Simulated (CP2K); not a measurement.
Two runs for the N K edge of oxazole. Run A: CP2K XAS_TDP, all-electron GAPW, PBEh(45%), aug-cc-pVDZ, TDA, no relativity. Run B differs in one setting.

First lines with a strength over 0.0015. A:

| atom | energy (eV) | states | strength, one atom |
| --- | --- | --- | --- |
| N5 (bonded to 2 C) | 395.61 | 1 | 0.0503 |
|  | 398.59 | 1 | 0.0051 |
|  | 400.19 | 1 | 0.0027 |
|  | 400.32 | 1 | 0.0036 |
|  | 401.10 | 1 | 0.0085 |

B:

```
              atom  energy (eV)  states  strength, one atom
N5 (bonded to 2 C)       400.78       1              0.0497
                         403.76       1              0.0051
                         405.36       1              0.0026
                         405.50       1              0.0035
                         406.27       1              0.0084
```

Question: Which was it: GW2X switched on, the basis, the functional, scalar relativity switched on?

GW2X switched on. GW2X shifts an atom's lines together and keeps their spacings. Against PBEh(45%) in aug-cc-pVDZ, the leading line moves by +5.17 eV, to 400.78 eV.

[Banner, clock and machine lines of the logs are left out without a mark of their own.]

[Logs are printed without paths, hosts, clocks, repeated set-up lines and the standing remarks that a program may print on its own settings, such as how far it seeks lower states.]

[Hosts, paths, dates, database ids (printed as entryN), source tags and the programs' standing remarks are cut or masked in the printed files.]
